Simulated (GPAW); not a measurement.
## MnZn: one coupling from two orders, and a test

Can a spin model with one coupling foretell the energy of a further order of MnZn?

Program: GPAW 26.7.0. Level of theory: LDA; plane waves with GPAW's PAW setups, scalar-relativistic. Results are calculated unless marked as measured.

## Step 1: Set-up

It takes space group Pm-3m (No. 221, cubic). The conventional cell has a = 3.070 Å, b = 3.070 Å, c = 3.070 Å, α = 90.00°, β = 90.00°, γ = 90.00°. Nearest to Mn lie 8 Zn at 2.66 Å. Nearest to Zn lie 8 Mn at 2.66 Å. Farther neighbours are not listed.

Coordinates:

```cif
data_structure
_symmetry_space_group_name_H-M 'P 1'
_symmetry_Int_Tables_number 1
_cell_length_a 3.0700
_cell_length_b 3.0700
_cell_length_c 3.0700
_cell_angle_alpha 90.000
_cell_angle_beta 90.000
_cell_angle_gamma 90.000
_cell_volume 28.93
loop_
_atom_site_label
_atom_site_type_symbol
_atom_site_fract_x
_atom_site_fract_y
_atom_site_fract_z
_atom_site_occupancy
Mn1 Mn 0.00000 0.00000 0.00000 1
Zn2 Zn 0.50000 0.50000 0.50000 1
```

## Step 2: The parallel order

All energies count from this run.

Input file order1.py:

```python
import json
import numpy as np
from ase import Atoms
from ase.parallel import paropen, parprint
from gpaw import GPAW

atoms = Atoms(['Mn', 'Zn'],
    cell=[[3.07, 0.0, 0.0],
         [0.0, 3.07, 0.0],
         [0.0, 0.0, 3.07]],
    scaled_positions=[[0.0, 0.0, 0.0],
         [0.5, 0.5, 0.5]],
    pbc=True,
    magmoms=[3.5, 0.0])
atoms.calc = GPAW(mode={'name': 'pw', 'ecut': 550},
    xc='LDA',
    kpts={'size': (10, 10, 10), 'gamma': True},
    occupations={'name': 'fermi-dirac', 'width': 0.1},
    convergence={'density': 1e-05, 'energy': 1e-05},
    maxiter=200,
    symmetry={'tolerance': 1e-4},
    txt='order1.txt')
e = atoms.get_potential_energy(force_consistent=True)
res = {'free_energy': e, 'energy_sigma0': atoms.get_potential_energy(), 'fermi_energy': atoms.calc.get_fermi_level()}
res['moments'] = atoms.get_magnetic_moments().tolist()
res['total'] = atoms.get_magnetic_moment()
parprint('site moments (muB):', np.round(res['moments'], 3))
parprint(f"total moment: {res['total']:.3f} muB")
parprint(f'free energy: {e:.6f} eV')
atoms.calc.write('order1.gpw')
n = atoms.calc.get_pseudo_density()
up, down = (atoms.calc.get_pseudo_density(spin=i) for i in (0, 1))
np.savez('grids.npz', density=n, spin=up - down)
with paropen('results.json', 'w') as f:
    json.dump(res, f)
```

Started as:

```bash
> OMP_NUM_THREADS=1 mpirun -n 4 gpaw python order1.py > order1.log
```

Log:

```text
site moments (muB): [ 2.951 -0.074]
total moment: 3.028 muB
free energy: -12.167474 eV

--- order1.txt ---
Input parameters:
  mode=PW(ecut=550),
  convergence={'density': 1e-05, 'energy': 1e-05},
  kpts=MonkhorstPack(size=(10, 10, 10), gamma=True),
  maxiter=200,
  occupations=Occupations(name='fermi-dirac', width=0.1),
  symmetry=Symmetry(tolerance=0.0001),
  xc=XC(name='LDA')

Diagonalizing LCAO Hamiltonian
[...]
|          8 |        -0.108 |     1.000 |        -0.069 |     1.000 |
|          9 |        -0.108 |     1.000 |        -0.069 |     1.000 |
[...]
|         18 |        18.295 |     0.000 |        19.070 |     0.000 |
|         19 |        18.295 |     0.000 |        19.070 |     0.000 |
|         20 |        18.984 |     0.000 |        19.568 |     0.000 |
|         21 |        30.430 |     0.000 |        31.037 |     0.000 |

No gap
No difference between direct/indirect transitions

[key lines of the parts left out:]
Free energy:     -12.167474
Converged in 12 steps
dipole moment: (-6.894374, -6.894374, -6.894374)  # |e|*Ang
Fermi level: 6.767
```

Run time: 17 s. Hardware: 4 MPI ranks of Arm Neoverse V1, shared host; peak memory 0.63 GiB.

Spin moment in the augmentation sphere by atom:

| atom | spin moment in the augmentation sphere (μB) |
| --- | --- |
| Mn1 | 2.95 |
| Zn2 | -0.07 |

Numbers from this step:

- magnetization: 3.028 μB
- final state: ferromagnetic

After 12 cycles the largest moment stands at 2.95 μB.

## Step 3: The orders used for the fit

The other orders were run with the same settings, on meshes that hold the same points. Free energies (smearing 0.1 eV, its entropy term included) are divided by the number of Mn atoms; q is in fractions of the reciprocal vectors of the first run's cell.

```csv
order,atoms,mesh,free energy (eV),eV per Mn,largest moment (μB)
F +,2,10×10×10,-12.1675,-12.1675,2.95
"AF q=(0,1/2,1/2) +-",4,10×5×10,-23.9830,-11.9915,3.04
```

## Step 4: Counting neighbours

With E = −Σ J e_i·e_j over ordered pairs of unit vectors, turning a neighbour from parallel to opposed costs 2J a Mn atom. So an order lies 2 Σ n J over the parallel one, n being the opposed neighbours in each shell.

| shell | distance (Å) | neighbours | opposed in AF q=(0,1/2,1/2) +- | opposed in AF q=(1/2,1/2,1/2) +- |
| --- | --- | --- | --- | --- |
| J1 | 3.07 | 6 | 4 | 6 |
| J2 | 4.34 | 12 | 8 | 0 |

Only J1 is kept.

## Step 5: Solving

```
2 × 4 × J1 = +175.96 meV    (AF q=(0,1/2,1/2) +-)
J1 = +22.00 meV
```

## Step 6: The test

The couplings now give the orders that were left out:

```
2 × 6 × (+22.00) = +264.00 meV    (AF q=(1/2,1/2,1/2) +-)
```

The runs themselves:

```
                order  atoms     mesh  free energy (eV)  eV per Mn  largest moment (μB)  over the parallel order (meV)  foretold (meV)
AF q=(1/2,1/2,1/2) +-      4  5×10×10          -24.3877   -12.1939                 3.20                         -26.38         +264.00
```

## Step 7: One more shell

The miss asks for the next shell, which takes one more order into the fit and leaves none for a test.

```
2 × 4 × J1 + 2 × 8 × J2 = +175.96 meV    (AF q=(0,1/2,1/2) +-)
2 × 6 × J1 = -26.38 meV    (AF q=(1/2,1/2,1/2) +-)
J1 = -2.20 meV
J2 = +12.10 meV
```

## Step 8: Mean-field temperature

```
gain of AF q=(1/2,1/2,1/2) +- over disorder = (6 − 2 × 6) × (-2.20) + (12 − 2 × 0) × (+12.10) = 158.4 meV
T = 2 × 158.4 / (3 × 0.08617) = 1225 K
```

## Step 9: Results

```json
{
  "J1 (Mn–Mn at 3.07 Å)": "22 meV",
  "largest miss on the orders left out": "290 meV",
  "J1 with 2 shells": "-2.2 meV",
  "J2 with 2 shells": "12.1 meV",
  "mean-field ordering temperature": "1225 K"
}
```

**Reading.** The model misses the order left out by 290 meV, 144 % of the span of the orders, so it fails: these couplings alone don't describe the crystal. With the next shell added the couplings are J1 = -2.20 and J2 = +12.10 meV, untested. The first dropped shell that the test feels is J2 at 4.34 Å. The site moments spread by 7.7 % over the orders. In a metal couplings reach far, and the mesh was not tested. The couplings are effective ones: further shells with opposed neighbours are folded into them or show in the miss. Mean field overstates the temperature of the model, and classical spins understate it for small quantum spins, by up to the factor (S+1)/S: about 1.7 for a moment of this size. A miss or a match within these factors says little.

[Logs and program files are shortened in this print: banners, set-up blocks, solver, clock and traceback lines can be left out without a mark of their own.]

[Logs are printed without paths, hosts, clocks, repeated set-up lines and the standing remarks that a program may print on its own settings, such as how far it seeks lower states.]

[Hosts, paths, dates, database ids (printed as entryN), source tags and the programs' standing remarks are cut or masked in the printed files.]

[Where a cell is said to come from a database of computed structures, the database is the Materials Project.]
